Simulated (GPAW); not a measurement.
## Screening of a field by Ti2COS MXene monolayer

How does Ti2COS MXene monolayer screen a perpendicular field?

Calculated with GPAW 26.7.0; GPAW, PAW setups; layer in a repeated cell with vacuum, relaxation of atoms and in-plane cell, in the first sound run; inputs show where later runs differ.

**1. The structure**

The cell holds 5 atoms: 1 S, 2 Ti, 1 C and 1 O. Its edges and angles: a = 3.100 Å, b = 3.100 Å, c = 19.276 Å, α = 90.0°, β = 90.0°, γ = 120.0°. Vacuum lies along c.

**2. Relaxation**

The atoms are relaxed first, since the surface dipole, and with it the work function, follows the positions of the outer layers.

File run.py:

```python
import json
import numpy as np
from ase import Atoms
from ase.filters import FrechetCellFilter
from ase.optimize import BFGS
from gpaw import GPAW, PW

slab = Atoms(
    ['S', 'Ti', 'C', 'Ti', 'O'],
    positions=[
        [-0.00000, 1.78992, 7.00000],
        [1.55012, 0.89496, 8.73097],
        [0.00000, 0.00000, 9.95425],
        [-0.00000, 1.78992, 11.17752],
        [1.55012, 0.89496, 12.27578]],
    cell=[[3.10024, 0.0, 0.0], [-1.55012, 2.68489, 0.0], [0.0, 0.0, 19.2758]],
    pbc=[True, True, True])

slab.calc = GPAW(mode=PW(600), xc='PBE', kpts={'size': (12, 12, 1), 'gamma': True},
                 occupations={'name': 'fermi-dirac', 'width': 0.05}, nbands='160%',
                 convergence={'density': 1e-05}, maxiter=200,
                 symmetry={'tolerance': 1e-3}, txt='slab.txt')
result = {}
# The in-plane cell is free; stress needs a cell that repeats along all three vectors
path = []
opt = BFGS(FrechetCellFilter(slab, mask=[1, 1, 0, 0, 0, 1]), maxstep=0.2)
opt.attach(lambda: path.append((slab.get_potential_energy(), slab.positions.tolist(), slab.get_forces().tolist())))
result['relaxed'] = bool(opt.run(fmax=0.02, steps=45))
result['path'] = path
result['cell'] = slab.cell.tolist()
print('in-plane lattice', slab.cell.cellpar().round(4)[[0, 1, 5]])
energy = slab.get_potential_energy()
fermi = slab.calc.get_fermi_level()
v = slab.calc.get_electrostatic_potential().mean((0, 1)) - fermi
n = slab.calc.get_pseudo_density().mean((0, 1))
L = slab.cell[2, 2]
z = np.arange(len(v)) * L / len(v)
low, high = slab.positions[:, 2].min(), slab.positions[:, 2].max()
below, above = np.interp([low - 4.8, high + 4.8], z, v)
slopes = [np.interp(x, z, np.gradient(v, z)) for x in (low - 4.8, high + 4.8)]
eps = np.array([[slab.calc.get_eigenvalues(k, s) for k in range(len(slab.calc.get_ibz_k_points()))]
                for s in range(slab.calc.get_number_of_spins())]) - fermi
top, bottom = eps[eps < 0].max(), eps[eps > 0].min()
dipole = slab.get_dipole_moment()[2]
print(f'energy {energy:.4f} eV, Fermi level {fermi:.4f} eV, dipole {dipole:.5f} e A')
print(f'potential 4.8 A off the faces, from the Fermi level: lower {below:.4f} eV, upper {above:.4f} eV')
print(f'slope of the potential there: lower {slopes[0]:.5f}, upper {slopes[1]:.5f} eV/A')
print(f'nearest levels on the mesh: {top:.4f} and {bottom:.4f} eV')
print('magnetic moment', round(slab.get_magnetic_moment(), 3))
result.update(energy=energy, fermi=fermi, dipole=dipole, below=below, above=above, slopes=slopes, edges=[top, bottom],
              z=z.tolist(), v=v.tolist(), n=n.tolist(), positions=slab.positions.tolist(),
              forces=slab.get_forces(apply_constraint=False).tolist(), moments=slab.get_magnetic_moments().tolist())
json.dump(result, open('result.json', 'w'))
```

Command:

```
$ OMP_NUM_THREADS=1 OPENBLAS_NUM_THREADS=1 python run.py
```

The log of the run:

```text
Step          Energy          fmax
BFGS:    0      -38.916601        3.435388
BFGS:    1      -39.170904        1.777795
BFGS:    2      -39.300043        0.532107
BFGS:    3      -39.306765        0.400683
BFGS:    4      -39.324069        0.240967
BFGS:    5      -39.325909        0.180102
BFGS:    6      -39.329042        0.095641
BFGS:    7      -39.330109        0.083262
BFGS:    8      -39.333995        0.088589
BFGS:    9      -39.335729        0.050461
BFGS:   10      -39.336200        0.009753
in-plane lattice [  3.0938   3.0938 120.    ]
energy -39.3318 eV, Fermi level -0.3732 eV, dipole 0.02574 e A
potential 4.8 A off the faces, from the Fermi level: lower 5.8526 eV, upper 5.7160 eV
slope of the potential there: lower 0.02908, upper 0.02948 eV/A
nearest levels on the mesh: -0.0537 and 0.0396 eV
magnetic moment 0.0
```

Elapsed: 16 min, on 1 thread of Arm Neoverse V1, shared host; peak memory 0.4 GiB.

This run has no spin polarisation, although Ti can carry a moment.

Numbers from this step:

```
dipole along the normal                    : 0.02574 e·Å
levels nearest the Fermi level on the mesh : -0.05370, 0.03956 eV from the Fermi level
```

The electrostatic potential energy of an electron (without an applied field's), less the Fermi level, planar mean oscillates, so the rows of the table below give means over windows of 0.5 Å about each position, cut where the curve ends. Its maxima inside the range that stand out by 2 % of the span (Å: eV): 7.92: -4.22, 9.47: -6.59, 10.41: -5.07, 11.79: -11.9. Its minima: 7.14: -19.5, 8.69: -17.5, 9.90: -11.2, 11.27: -18.3, 12.05: -13.0.

Electrostatic potential energy of an electron (without an applied field's), less the Fermi level, planar mean against z; means over each step:

| z (Å) | electrostatic potential energy of an electron (without an applied field's), less the Fermi level, planar mean (eV) |
| --- | --- |
| 0.0 | 5.79 |
| 0.5 | 5.80 |
| 1.0 | 5.81 |
| 1.5 | 5.83 |
| 2.0 | 5.84 |
| 2.5 | 5.86 |
| 3.0 | 5.87 |
| 3.5 | 5.89 |
| 4.0 | 5.90 |
| 4.5 | 5.90 |
| 5.0 | 5.86 |
| 5.5 | 5.60 |
| 6.0 | 4.23 |
| 6.5 | -2.02 |
| 7.0 | -16.0 |
| 7.5 | -10.4 |
| 8.0 | -5.46 |
| 8.5 | -14.2 |
| 9.0 | -13.5 |
| 9.5 | -7.57 |
| 10.0 | -9.54 |
| 10.5 | -6.10 |
| 11.0 | -14.4 |
| 11.5 | -15.5 |
| 12.0 | -12.1 |
| 12.5 | -2.48 |
| 13.0 | 4.25 |
| 13.5 | 5.39 |
| 14.0 | 5.59 |
| 14.5 | 5.64 |
| 15.0 | 5.66 |
| 15.5 | 5.67 |
| 16.0 | 5.69 |
| 16.5 | 5.70 |
| 17.0 | 5.72 |
| 17.5 | 5.73 |
| 18.0 | 5.75 |
| 18.5 | 5.76 |
| 19.0 | 5.78 |

The pseudo valence density, planar mean by z:

z (Å), pseudo valence density, planar mean (e/Å³) and a bar:
```
      3.5       0.00 
      4.0       0.00 
      4.5       0.00 
      5.0       0.00 
      5.5       0.02 
      6.0       0.09 ##
      6.5       0.32 #######
      7.0       0.41 ##########
      7.5       0.50 ############
      8.0       0.45 ###########
      8.5       1.18 ############################
      9.0       1.12 ##########################
      9.5       0.53 #############
     10.0       0.52 ############
     10.5       0.47 ###########
     11.0       1.15 ###########################
     11.5       1.27 ##############################
     12.0       0.97 #######################
     12.5       0.52 ############
     13.0       0.09 ##
     13.5       0.01 
     14.0       0.00 
     14.5       0.00 
     15.0       0.00
```

The relaxation lowered the energy of the cell by 0.421 eV (energies extrapolated to zero smearing; the optimiser's log prints free energies). The largest force left on a free atom is 0.0098 eV/Å.

**3. The slab's potential**

The work function is the vacuum plateau of the electrostatic potential less the Fermi level; a dipole layer lets the two faces have plateaus of their own.

This step: GPAW, PAW setups; slab in vacuum (GPAW 26.7.0).

The cell differs from the one that the last finished run ended in (c 19.276 → 19.012 Å).

Changes to run.py since step 2:

```diff
@@ -3,4 +3,2 @@
 from ase import Atoms
-from ase.filters import FrechetCellFilter
-from ase.optimize import BFGS
 from gpaw import GPAW, PW
@@ -10,23 +8,16 @@
     positions=[
-        [-0.00000, 1.78992, 7.00000],
-        [1.55012, 0.89496, 8.73097],
-        [0.00000, 0.00000, 9.95425],
-        [-0.00000, 1.78992, 11.17752],
-        [1.55012, 0.89496, 12.27578]],
-    cell=[[3.10024, 0.0, 0.0], [-1.55012, 2.68489, 0.0], [0.0, 0.0, 19.2758]],
-    pbc=[True, True, True])
+        [0.00000, 1.78620, 7.00000],
+        [1.54690, 0.89310, 8.60676],
+        [0.00000, 0.00000, 9.80316],
+        [0.00000, 1.78620, 11.13060],
+        [1.54690, 0.89310, 12.01199]],
+    cell=[[3.09379, -0.0, 0.0], [-1.5469, 2.67931, 0.0], [0.0, 0.0, 19.012]],
+    pbc=[True, True, False])
 
-slab.calc = GPAW(mode=PW(600), xc='PBE', kpts={'size': (12, 12, 1), 'gamma': True},
+slab.calc = GPAW(mode=PW(500), xc='PBE', kpts={'size': (12, 12, 1), 'gamma': True},
                  occupations={'name': 'fermi-dirac', 'width': 0.05}, nbands='160%',
                  convergence={'density': 1e-05}, maxiter=200,
+                 poissonsolver={'dipolelayer': 'xy'},
                  symmetry={'tolerance': 1e-3}, txt='slab.txt')
 result = {}
-# The in-plane cell is free; stress needs a cell that repeats along all three vectors
-path = []
-opt = BFGS(FrechetCellFilter(slab, mask=[1, 1, 0, 0, 0, 1]), maxstep=0.2)
-opt.attach(lambda: path.append((slab.get_potential_energy(), slab.positions.tolist(), slab.get_forces().tolist())))
-result['relaxed'] = bool(opt.run(fmax=0.02, steps=45))
-result['path'] = path
-result['cell'] = slab.cell.tolist()
-print('in-plane lattice', slab.cell.cellpar().round(4)[[0, 1, 5]])
 energy = slab.get_potential_energy()
```

The log of the run:

```text
energy -38.9427 eV, Fermi level -0.2911 eV, dipole 0.01719 e A
potential 4.8 A off the faces, from the Fermi level: lower 5.9667 eV, upper 5.5851 eV
slope of the potential there: lower -0.00091, upper 0.00048 eV/A
nearest levels on the mesh: -0.0539 and 0.0396 eV
magnetic moment 0.0
```

Elapsed: 72 s, on 1 thread; peak memory 0.23 GiB.

This step gave:

* dipole along the normal: 0.01719 e·Å
* levels nearest the Fermi level on the mesh: -0.05394, 0.03963 eV from the Fermi level
* upper work function: 5.585 eV
* lower work function: 5.967 eV

The electrostatic potential energy of an electron (without an applied field's), less the Fermi level, planar mean oscillates, so the rows of the table below give means over windows of 1 Å about each position, cut where the curve ends. Its maxima inside the range that stand out by 2 % of the span (Å: eV): 7.8: -4.20, 9.3: -6.63, 10.3: -5.13, 11.7: -11.9. Its minima: 7.0: -19.5, 8.7: -17.5, 9.8: -11.2, 11.1: -18.3, 11.9: -12.9.

The electrostatic potential energy of an electron (without an applied field's), less the Fermi level, planar mean by z; means over each step:

z (Å), electrostatic potential energy of an electron (without an applied field's), less the Fermi level, planar mean (eV) and a bar from the least value:
```
        0        5.9 ##############################
        1        6.0 ##############################
        2        6.0 ##############################
        3        6.0 ##############################
        4        6.0 ##############################
        5        5.8 ##############################
        6        2.7 #########################
        7      -13.3 #
        8       -8.3 #########
        9      -11.7 ####
       10       -8.0 #########
       11      -14.3 
       12       -9.2 #######
       13        4.3 ############################
       14        5.5 #############################
       15        5.6 #############################
       16        5.6 #############################
       17        5.6 #############################
       18        5.6 #############################
```

The pseudo valence density, planar mean by z:

| z (Å) | pseudo valence density, planar mean (e/Å³) |
| --- | --- |
| 0.00 | 0 |
| 0.57 | 0 |
| 0.95 | 0 |
| 1.52 | 0 |
| 2.09 | 0 |
| 2.47 | 2.4e-6 |
| 3.04 | 1.1e-5 |
| 3.61 | 6.4e-5 |
| 3.99 | 2.1e-4 |
| 4.56 | 0.00125 |
| 5.13 | 0.00779 |
| 5.51 | 0.0268 |
| 6.08 | 0.156 |
| 6.65 | 0.434 |
| 7.03 | 0.416 |
| 7.60 | 0.453 |
| 8.18 | 0.748 |
| 8.56 | 1.46 |
| 9.13 | 0.685 |
| 9.70 | 0.523 |
| 10.27 | 0.462 |
| 10.65 | 0.676 |
| 11.22 | 1.49 |
| 11.79 | 0.962 |
| 12.17 | 0.822 |
| 12.74 | 0.150 |
| 13.31 | 0.0177 |
| 13.69 | 0.00444 |
| 14.26 | 6.0e-4 |
| 14.83 | 8.4e-5 |
| 15.21 | 2.5e-5 |
| 15.78 | 4.5e-6 |
| 16.35 | 0 |
| 16.73 | 0 |
| 17.30 | 0 |
| 17.87 | 0 |
| 18.25 | 0 |
| 18.82 | 0 |

The potential is flat to 9.1e-4 eV/Å where it is read, so the vacuum is wide enough.

**4. Field on**

A uniform field along the normal polarises the slab; the atoms stay fixed, so this is the electronic response alone.

Changes to run.py since step 3:

```diff
@@ -4,2 +4,3 @@
 from gpaw import GPAW, PW
+from gpaw.external import ConstantElectricField
 
@@ -20,2 +21,3 @@
                  poissonsolver={'dipolelayer': 'xy'},
+                 external=ConstantElectricField(-0.2, [0, 0, 1]),
                  symmetry={'tolerance': 1e-3}, txt='slab.txt')
```

The log of the run:

```text
energy -38.9452 eV, Fermi level -0.2645 eV, dipole -0.04230 e A
potential 4.8 A off the faces, from the Fermi level: lower 5.2713 eV, upper 6.1957 eV
slope of the potential there: lower -0.00091, upper 0.00049 eV/A
nearest levels on the mesh: -0.0574 and 0.0380 eV
magnetic moment 0.0
```

Run time: 3.3 min. Hardware: 1 thread; peak memory 0.48 GiB.

Numbers from this step:

```yaml
dipole_along_the_normal: -0.04230 e·Å
levels_nearest_the_fermi_level_on_the_mesh: -0.05737, 0.03799 eV from the Fermi level
potential_below_the_slab_the_applied_field_s_own_ramp_left_out: 5.271 eV from the Fermi level
potential_above_the_slab_the_applied_field_s_own_ramp_left_out: 6.196 eV from the Fermi level
```

The electrostatic potential energy of an electron (without an applied field's), less the Fermi level, planar mean oscillates, so the rows of the table below give means over windows of 0.5 Å about each position, cut where the curve ends. Its maxima inside the range that stand out by 2 % of the span (Å: eV): 7.79: -4.53, 9.32: -6.66, 10.27: -4.98, 11.69: -11.5. Its minima: 7.03: -19.9, 8.65: -17.6, 9.79: -11.1, 11.12: -18.0, 11.88: -12.5.

Electrostatic potential energy of an electron (without an applied field's), less the Fermi level, planar mean against z; means over each step:

z (Å), electrostatic potential energy of an electron (without an applied field's), less the Fermi level, planar mean (eV) and a bar from the least value:
```
      0.0        5.6 #############################
      0.5        5.3 #############################
      1.0        5.3 #############################
      1.5        5.3 #############################
      2.0        5.3 #############################
      2.5        5.3 #############################
      3.0        5.3 #############################
      3.5        5.3 #############################
      4.0        5.3 #############################
      4.5        5.3 #############################
      5.0        5.2 #############################
      5.5        4.8 ############################
      6.0        2.8 ##########################
      6.5       -5.5 ###############
      7.0      -17.7 
      7.5       -8.1 ############
      8.0       -7.1 #############
      8.5      -16.0 ##
      9.0      -11.5 ########
      9.5       -8.2 ############
     10.0       -8.4 ############
     10.5       -7.0 #############
     11.0      -16.0 ##
     11.5      -13.8 #####
     12.0      -10.7 #########
     12.5        0.6 #######################
     13.0        5.3 #############################
     13.5        6.0 ##############################
     14.0        6.2 ##############################
     14.5        6.2 ##############################
     15.0        6.2 ##############################
     15.5        6.2 ##############################
     16.0        6.2 ##############################
     16.5        6.2 ##############################
     17.0        6.2 ##############################
     17.5        6.2 ##############################
     18.0        6.2 ##############################
     18.5        6.2 ##############################
```

Force by atom:

| atom | x (eV/Å) | y (eV/Å) | z (eV/Å) | size |
| --- | --- | --- | --- | --- |
| S1 | 0.000 | 0.000 | 0.007 | 0.007 |
| Ti2 | 0.000 | 0.000 | -0.029 | 0.029 |
| C3 | 0.000 | 0.000 | 0.029 | 0.029 |
| Ti4 | 0.000 | 0.000 | -0.133 | 0.133 |
| O5 | 0.002 | -0.001 | 0.090 | 0.090 |

The dipole is now -0.0423 e Å, against 0.017 in the run without a field.

**5. Field on**

Changes to run.py since step 4:

```diff
@@ -21,3 +21,3 @@
                  poissonsolver={'dipolelayer': 'xy'},
-                 external=ConstantElectricField(-0.2, [0, 0, 1]),
+                 external=ConstantElectricField(-0.1, [0, 0, 1]),
                  symmetry={'tolerance': 1e-3}, txt='slab.txt')
```

The log of the run:

```text
energy -38.9425 eV, Fermi level -0.2776 eV, dipole -0.01239 e A
potential 4.8 A off the faces, from the Fermi level: lower 5.6186 eV, upper 5.8901 eV
slope of the potential there: lower -0.00091, upper 0.00049 eV/A
nearest levels on the mesh: -0.0556 and 0.0388 eV
magnetic moment 0.0
```

Run time: 3.2 min. Hardware: 1 thread; peak memory 0.48 GiB.

Numbers from this step:

| Property | Result |
| --- | --- |
| dipole along the normal | -0.01239 e·Å |
| levels nearest the Fermi level on the mesh | -0.05561, 0.03881 eV from the Fermi level |
| potential below the slab, the applied field's own ramp left out | 5.619 eV from the Fermi level |
| potential above the slab, the applied field's own ramp left out | 5.890 eV from the Fermi level |

The electrostatic potential energy of an electron (without an applied field's), less the Fermi level, planar mean oscillates, so the rows of the table below give means over windows of 0.5 Å about each position, cut where the curve ends. Its maxima inside the range that stand out by 2 % of the span (Å: eV): 7.79: -4.37, 9.32: -6.65, 10.27: -5.06, 11.69: -11.7. Its minima: 7.03: -19.7, 8.65: -17.5, 9.79: -11.2, 11.12: -18.1, 11.88: -12.7.

The electrostatic potential energy of an electron (without an applied field's), less the Fermi level, planar mean by z; means over each step:

| z (Å) | electrostatic potential energy of an electron (without an applied field's), less the Fermi level, planar mean (eV) |
| --- | --- |
| 0.0 | 5.70 |
| 0.5 | 5.63 |
| 1.0 | 5.62 |
| 1.5 | 5.62 |
| 2.0 | 5.62 |
| 2.5 | 5.62 |
| 3.0 | 5.62 |
| 3.5 | 5.62 |
| 4.0 | 5.61 |
| 4.5 | 5.60 |
| 5.0 | 5.52 |
| 5.5 | 5.12 |
| 6.0 | 3.14 |
| 6.5 | -5.25 |
| 7.0 | -17.5 |
| 7.5 | -7.93 |
| 8.0 | -6.99 |
| 8.5 | -15.9 |
| 9.0 | -11.4 |
| 9.5 | -8.18 |
| 10.0 | -8.40 |
| 10.5 | -7.08 |
| 11.0 | -16.1 |
| 11.5 | -14.0 |
| 12.0 | -10.9 |
| 12.5 | 0.374 |
| 13.0 | 4.99 |
| 13.5 | 5.73 |
| 14.0 | 5.86 |
| 14.5 | 5.88 |
| 15.0 | 5.89 |
| 15.5 | 5.89 |
| 16.0 | 5.89 |
| 16.5 | 5.89 |
| 17.0 | 5.89 |
| 17.5 | 5.89 |
| 18.0 | 5.89 |
| 18.5 | 5.88 |

Force by atom:

| atom | x (eV/Å) | y (eV/Å) | z (eV/Å) | size |
| --- | --- | --- | --- | --- |
| S1 | 0.0000 | 0.0000 | 0.0064 | 0.0064 |
| Ti2 | -0.0001 | 0.0000 | -0.0200 | 0.0200 |
| C3 | 0.0000 | 0.0000 | 0.0133 | 0.0133 |
| Ti4 | -0.0002 | 0.0002 | -0.0904 | 0.0904 |
| O5 | 0.0016 | -0.0010 | 0.0551 | 0.0551 |

The dipole is now -0.0124 e Å, against 0.017 in the run without a field.

**6. Field on**

Changes to run.py since step 5:

```diff
@@ -21,3 +21,3 @@
                  poissonsolver={'dipolelayer': 'xy'},
-                 external=ConstantElectricField(-0.1, [0, 0, 1]),
+                 external=ConstantElectricField(-0.05, [0, 0, 1]),
                  symmetry={'tolerance': 1e-3}, txt='slab.txt')
```

The log of the run:

```text
energy -38.9422 eV, Fermi level -0.2843 eV, dipole 0.00257 e A
potential 4.8 A off the faces, from the Fermi level: lower 5.7926 eV, upper 5.7375 eV
slope of the potential there: lower -0.00092, upper 0.00049 eV/A
nearest levels on the mesh: -0.0548 and 0.0392 eV
magnetic moment 0.0
```

Wall time 3.2 min (1 thread); peak memory 0.48 GiB.

**7. In a field**

Changes to run.py since step 6:

```diff
@@ -21,3 +21,3 @@
                  poissonsolver={'dipolelayer': 'xy'},
-                 external=ConstantElectricField(-0.05, [0, 0, 1]),
+                 external=ConstantElectricField(0.05, [0, 0, 1]),
                  symmetry={'tolerance': 1e-3}, txt='slab.txt')
```

The log of the run:

```text
energy -38.9440 eV, Fermi level -0.2981 eV, dipole 0.03251 e A
potential 4.8 A off the faces, from the Fermi level: lower 6.1413 eV, upper 5.4328 eV
slope of the potential there: lower -0.00092, upper 0.00049 eV/A
nearest levels on the mesh: -0.0531 and 0.0399 eV
magnetic moment 0.0
```

Run time: 3.1 min. Hardware: 1 thread; peak memory 0.48 GiB.

The electrostatic potential energy of an electron (without an applied field's), less the Fermi level, planar mean oscillates, so the rows of the table below give means over windows of 1 Å about each position, cut where the curve ends. Its maxima inside the range that stand out by 2 % of the span (Å: eV): 7.8: -4.12, 9.3: -6.62, 10.3: -5.17, 11.7: -12.0. Its minima: 7.0: -19.3, 8.7: -17.4, 9.8: -11.2, 11.1: -18.4, 12.0: -13.0.

The electrostatic potential energy of an electron (without an applied field's), less the Fermi level, planar mean by z; means over each step:

| z (Å) | electrostatic potential energy of an electron (without an applied field's), less the Fermi level, planar mean (eV) |
| --- | --- |
| 0 | 6.01 |
| 1 | 6.14 |
| 2 | 6.14 |
| 3 | 6.14 |
| 4 | 6.13 |
| 5 | 6.00 |
| 6 | 2.84 |
| 7 | -13.2 |
| 8 | -8.27 |
| 9 | -11.7 |
| 10 | -8.00 |
| 11 | -14.4 |
| 12 | -9.35 |
| 13 | 4.14 |
| 14 | 5.40 |
| 15 | 5.43 |
| 16 | 5.43 |
| 17 | 5.43 |
| 18 | 5.43 |

[end of part 1 of 2]

[Logs are printed without paths, hosts, clocks, repeated set-up lines and the standing remarks that a program may print on its own settings, such as how far it seeks lower states.]

[Hosts, paths, dates, database ids (printed as entryN), source tags and the programs' standing remarks are cut or masked in the printed files.]
